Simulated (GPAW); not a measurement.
# Ti L₃ edge of Ti3InC (Pm-3m): cell size and cost

How large a supercell does the Ti L₃ edge of Ti3InC (Pm-3m) need, and what does it cost? The absorber has 2 C at 2.12 Å (linear, site symmetry 4/mmm).

The runs were made apart and are set side by side; the one with the holes farthest apart serves as the reference. All curves get a further Gaussian of 1.5 eV full width, so that line shapes and meshes matter less.

## 1. Cost and result by level

| run | hole distance (Å) | k mesh | core time | raw zero (eV) | zero less the added terms (eV) | r.m.s. from the reference after the best shift (%) |
| --- | --- | --- | --- | --- | --- | --- |
| GPAW LDA, 10 atoms | 6.0 | 7×7×7 | 13 min | 455.3 | 451.7 | 3 |
| GPAW LDA, 20 atoms | 7.3 | 5×5×5 | 64 min | 455.3 | 451.6 | - |

Times are from shared hosts. The zero: total-energy differences, less 3.6 eV, the free-atom term for the hole's spin and the L₂–L₃ mean; uncertain by a few eV.

```csv
E (eV),"GPAW LDA, 10 atoms","GPAW LDA, 20 atoms"
-2.00,0.02,0.02
-1.25,0.26,0.23
-0.50,1.44,1.32
0.25,3.46,3.32
1.00,4.14,4.20
1.75,3.37,3.43
2.50,2.68,2.64
3.25,1.90,1.94
4.00,1.23,1.24
4.75,1.01,0.98
5.50,0.87,0.86
6.25,0.62,0.65
7.00,0.48,0.49
7.75,0.49,0.49
8.50,0.52,0.52
9.25,0.47,0.47
10.00,0.39,0.39
10.75,0.35,0.34
11.50,0.35,0.34
12.25,0.37,0.37
13.00,0.40,0.40
13.75,0.43,0.43
14.50,0.44,0.45
15.25,0.41,0.42
16.00,0.35,0.35
16.75,0.29,0.29
17.50,0.26,0.26
18.25,0.27,0.27
19.00,0.31,0.31
19.75,0.36,0.36
20.50,0.39,0.40
21.25,0.40,0.40
22.00,0.38,0.38
22.75,0.36,0.36
23.50,0.35,0.34
24.25,0.34,0.34
25.00,0.34,0.33
25.75,0.33,0.33
26.50,0.33,0.33
27.25,0.33,0.33
28.00,0.33,0.33
28.75,0.34,0.34
29.50,0.34,0.34
30.25,0.34,0.34
31.00,0.33,0.33
31.75,0.31,0.31
```

## 2. Reading

The smallest cell differs from the reference by 3 % r.m.s. after a shift of 0.0 eV at 0.20 of its cost, so it already gives the shape. Its highest intensity below 24 eV lies at 0.9 eV against 0.9 eV. Whether the reference itself is converged wasn't tested.

One-electron theory leaves out the 2p–3d multiplets that shape measured L edges of 3d elements, and the L₂ edge isn't added. Lifetime broadening is put in by hand, and intensities beyond about 20 eV depend on it. Some cells keep the holes under 6.5 Å apart, so shapes are probably not fully converged. The structures are entries of the Materials Project (computed), used as given.

[Logs are printed without paths, hosts, clocks, repeated set-up lines and the standing remarks that a program may print on its own settings, such as how far it seeks lower states.]

[Hosts, paths, dates, database ids (printed as entryN), source tags and the programs' standing remarks are cut or masked in the printed files.]
